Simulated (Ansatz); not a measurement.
# LiGeBr3 in Imma, a phase reached by a soft mode: a soft mode frozen in, part 2 of 2

Wanted: the energy along a soft mode of LiGeBr3 in Imma, a phase reached by a soft mode and the structure at the end.

Ansatz 0.2.0; DFT LDA, scalar-relativistic, plane waves, PAW; PAW set soft_1.

So far. Step 5 (Energy along the mode, all amplitudes (two of the runs …): The lowest of the steps tried is at 0.08 Å, 1.06 meV/atom below the parent; the bottom of the well need not coincide with a step. Step 7 (The new phase in its own primitive cell): The largest force component left is 0.86 meV/Å and the pressure is 0.000 GPa, within the tolerances set. The cell now holds 29.45 Å³/atom.

The structure was built from a prototype and need not be the compound's stable phase.

In doubt: the program warns that the response may not be converged on this k-mesh (step 8), which bears on the force constants and all frequencies.

## 8. Modes of the new phase

A relaxed structure may still be a saddle point, so its zone-centre modes are computed. The response to a homogeneous field gives the Born charges and the dielectric tensor.

The input, input.yaml:

```yaml
crystal:
  lattice:
    - [-3.6617785374, 3.8064318413, 5.2829488388]
    - [3.6617785374, -3.8064318413, 5.2829488388]
    - [3.6617785374, 3.8064318413, -5.2829488388]
  atoms:
    - { symbol: Li, position: [0.5005766136, 0.7480353606, 0.252541253] }
    - { symbol: Li, position: [0.4954941076, 0.2480353606, 0.747458747] }
    - { symbol: Ge, position: [0.4873469538, 0.9912368729, 0.9961100809] }
    - { symbol: Ge, position: [0.995126792, 0.4912368729, 0.0038899191] }
    - { symbol: Br, position: [0.3191622078, 0.8191622078, 0.5] }
    - { symbol: Br, position: [0.6765134106, 0.1765134106, 0.5] }
    - { symbol: Br, position: [0.6765134106, 0.6765134106, 0.0] }
    - { symbol: Br, position: [0.3191622078, 0.3191622078, 0.0] }
    - { symbol: Br, position: [0.1645731411, 0.7638072958, 0.9007658453] }
    - { symbol: Br, position: [0.8630414506, 0.2638072958, 0.0992341547] }
kpoints:
  mp_grid: { grid: [4, 4, 4] }
hamiltonian:
  xc: lda
  pseudopotentials: { kind: paw, azcp: { folder: soft_1 }, xc_functional: pbe }
scf:
  occupations: { method: fixed }
output:
  eigenvalues: true
phonons:
  method: dfpt
  dielectric: true
  rigid_motions: translations
```

Started as:

```console
ansatz run input.yaml --threads 8 --pin off --max-ram 16384MiB --backend cpu --events-out ev --progress --plain --runs-dir out
```

It took 3.6 min on 8 threads of Arm Neoverse V2, shared host; peak memory 2.9 GiB.

This step gave:

* sum-rule residual before enforcement: 7.79e-5 eV/Å²
* miss of the charge sum rule: 0.08551 e
* estimated error of the dielectric tensor: 0.03092
* estimated error of the Born charges: 0.04107 e
* point group: mm2
* highest optical mode at the zone centre (no LO-TO term): 308.9 cm⁻¹
* lowest optical zone-centre mode: 22.19 cm⁻¹
* mean high-frequency dielectric constant: 5.8
* largest Born charge (third of the trace): 4.200 e
* mean static dielectric constant: 45.54
* top of the zone-centre spectrum with the field: 337.0 cm⁻¹

Patterns of degenerate modes are one choice out of their space. Modes at Γ, with each element's share of the kinetic energy:

```
mode  frequency (cm⁻¹)  symmetry  Li %  Ge %  Br %
   1               0.0  acoustic     2    23    75
   2               0.0  acoustic     2    23    75
   3               0.0  acoustic     2    23    75
   4              22.2        B1     0     1    99
   5              30.6        B1     1     5    94
   6              40.8        A2     0     0    99
   7              49.0        B1     0    68    32
   8              53.7        B2     1    69    31
   9              57.4        A1     1     3    96
  10              60.8        A1     1    31    68
  11              61.1        A2     0     0   100
  12              68.0        B2     1     5    93
  13              72.3        B2     0     9    91
  14              76.1        B1     0     3    97
  15              88.7        A2     1     1    98
  16              94.4        B2     5    31    65
  17             100.3        A1     3     0    97
  18             111.2        B2     2    12    86
  19             131.6        A1     9    75    15
  20             136.5        B1     0     0   100
  21             139.4        A2     0    99     1
  22             140.7        A1     7    53    40
  23             148.9        B2    18     7    75
  24             173.3        B2    39     3    57
  25             185.4        A1    89     3     8
  26             204.8        B1    96     0     4
  27             227.0        B2    36    40    24
  28             264.6        B2    96     0     3
  29             265.6        A2    98     0     2
  30             308.9        A1    87    12     1
```

Displacements in mode 4 (22.2 cm⁻¹), the largest set to 1:
```
Li1 -0.23  0.00  0.00
Li2 -0.23  0.00  0.00
Ge3 -0.14  0.00  0.00
Ge4 -0.14  0.00  0.00
Br5  0.51 -0.42  0.00
Br6 -0.86  1.00  0.00
Br7 -0.86 -1.00  0.00
Br8  0.51  0.42  0.00
Br9  0.50  0.00  0.00
Br10 0.50  0.00  0.00
```

Displacements in mode 8 (53.7 cm⁻¹), the largest set to 1:
```
Li1  0.00  0.35  0.06
Li2  0.00  0.35 -0.06
Ge3  0.00  1.00 -0.77
Ge4  0.00  1.00  0.77
Br5 -0.37  0.03  0.00
Br6 -0.11 -0.40  0.00
Br7  0.11 -0.40  0.00
Br8  0.37  0.03  0.00
Br9  0.00 -0.57 -0.13
Br10 0.00 -0.57  0.13
```

Optical modes at the zone centre, without and with the macroscopic field of the longitudinal modes; each column is sorted by frequency, so a row need not hold one and the same mode. Modes with and without the field, by row:

```
rank among optical modes  no field (cm⁻¹)  q along (1, 0, 0) (cm⁻¹)  q along (0, 1, 0) (cm⁻¹)  q along (0, 0, 1) (cm⁻¹)
                       1             22.2                      23.2                      22.2                      22.2
                       2             30.6                      30.6                      30.6                      30.6
                       3             40.8                      40.8                      40.8                      40.8
                       4               49                      53.7                        49                        49
                       5             53.7                      57.4                      57.4                      53.7
                       6             57.4                      60.8                      60.8                      59.8
                       7             60.8                      61.1                      61.1                      61.1
                       8             61.1                        65                      66.8                      63.8
                       9               68                        68                      71.5                        68
                      10             72.3                      72.3                      76.1                      72.3
                      11             76.1                      88.7                      88.7                      76.1
                      12             88.7                      94.4                      93.8                      88.7
                      13             94.4                     100.3                     100.3                      94.4
                      14            100.3                     111.2                       104                     100.3
                      15            111.2                     131.6                     131.6                     111.2
                      16            131.6                     135.6                     136.5                     131.9
                      17            136.5                     136.6                     139.4                     136.5
                      18            139.4                     139.4                     140.7                     139.4
                      19            140.7                     140.7                     147.6                     148.9
                      20            148.9                     148.9                     163.1                     173.3
                      21            173.3                     173.3                     185.4                     182.3
                      22            185.4                     185.4                     193.1                     204.8
                      23            204.8                       227                     204.8                     210.2
                      24              227                     264.6                     236.7                       227
                      25            264.6                     265.6                     264.6                     264.6
                      26            265.6                     267.9                     265.6                     265.6
                      27            308.9                     308.9                     308.9                       337
```

Born charge (rows field, columns displacement) (e), principal values of the symmetric part by kind of site:

```
atom  atoms with these values    low  middle   high   mean
 Li1                        2   0.64    1.36   1.44   1.15
 Ge3                        2   3.32    4.22   5.05   4.20
 Br5                        2  -4.13   -0.90  -0.44  -1.82
 Br6                        2  -4.35   -0.69  -0.46  -1.83
 Br9                        2  -3.88   -0.74  -0.45  -1.69
```

In full for Ge3:

```
 4.22  0.00  0.00
 0.00  4.37 -1.91
 0.00  0.21  4.00
```

High-frequency dielectric tensor:

```
5.75 0.00 0.00
0.00 5.93 0.00
0.00 0.00 5.72
```

Static dielectric tensor (ions relaxed, fixed cell):

```
59.79  0.00  0.00
 0.00 59.14  0.00
 0.00  0.00 17.69
```

Transverse modes. Lines of the infrared spectrum (strongest = 100):

```
position (cm⁻¹)  lines merged  relative intensity
             22             1                 1.9
             31             1                 0.1
             41             1                 0.0
             49             1                  57
             54             1                  91
             57             1                 6.1
             61             2                 1.2
             68             1                 7.1
             72             1                 5.8
             76             1                  41
             89             1                 0.0
             94             1                 1.2
            100             1                 0.0
            111             1                  15
            132             1                 3.7
            136             1                 0.0
            139             1                 0.0
            141             1                 100
            149             1                 0.9
            173             1                 5.1
            185             1                 3.8
            205             1                  72
            227             1                 6.5
            265             1                 0.1
            266             1                 0.0
            309             1                  48
```

Before it was imposed, the acoustic sum rule was missed by 7.8e-5 eV/Å² and the charge sum rule by 0.086 e. The charge miss is large and points to the mesh or the basis. The lowest optical mode is real, 22.2 cm⁻¹.

The log warns of the k mesh: “the force constants stand on the 4×4×4 k-mesh, whose period is 9.70 times the interband length at k = (0.0000, 0.0000, 0.0000), direct gap 0.929 eV, under 14: take them and everything formed from them as unconverged”.

## 9. The phases reached

The phases reached along the modes that were followed are set side by side.

Energies are those of the first relaxation, on the mesh of the frozen mode; space group, volume and gap are those of the last relaxation. Phases, by row:

```
         mode frozen in  space group  energy from parent (meV/atom)  volume (Å³/atom)  gap on mesh (eV)  lowest zone-centre optical mode (cm⁻¹)  largest shift (Å)
                 parent         Imma                              0             29.16              0.66                                       –                  –
q = (0, 0, 0), 75i cm⁻¹         Ima2                          -1.99             29.45             0.929                                    22.2              0.155
```

## 10. Outcome

```yaml
unstable_mode_of_the_parent: q = (0, 0, 0), 75i cm⁻¹
depth_at_the_lowest_point_sampled: 1.06 meV/atom
largest_atomic_shift_at_that_point: 0.08 Å
space_group_reached_within_0p01_a: Ima2
energy_gained_over_the_parent_first_relaxation_on_the_mesh_of_the_frozen_mode: 1.99 meV/atom
volume_per_atom_phase_reached: 29.5 Å³
gap_on_the_k_mesh_phase_reached: 0.929 eV
lowest_optical_zone_centre_mode_phase_reached: 22.2 cm⁻¹
highest_optical_mode_at_the_zone_centre_no_lo_to_term_phase_reached: 309 cm⁻¹
```

**Reading.** Along this mode the structure falls into Ima2, 1.99 meV/atom below the parent. At the parent's cell the well is 1.061 meV/atom deep on the steps tried, with its lowest point at a shift of 0.08 Å. Relaxing atoms and cell changes the gain by +0.93 meV/atom against the lowest step (energies at zero smearing). The new phase has no imaginary mode at the zone centre of its cell; other wavevectors were not checked. Each path keeps the symmetry of its pattern, so a lower phase may lie along a pattern not tried. With the field response the log warns that the k mesh is coarse for the force constants too, so the frequencies may not be converged. The PAW files were made for PBE and serve the other functionals too. The starting cell was built on a prototype and not taken from a measurement, so the phase need not exist.

[Logs are printed without paths, hosts, clocks, repeated set-up lines and the standing remarks that a program may print on its own settings, such as how far it seeks lower states.]

[Hosts, paths, dates, database ids (printed as entryN), source tags and the programs' standing remarks are cut or masked in the printed files.]
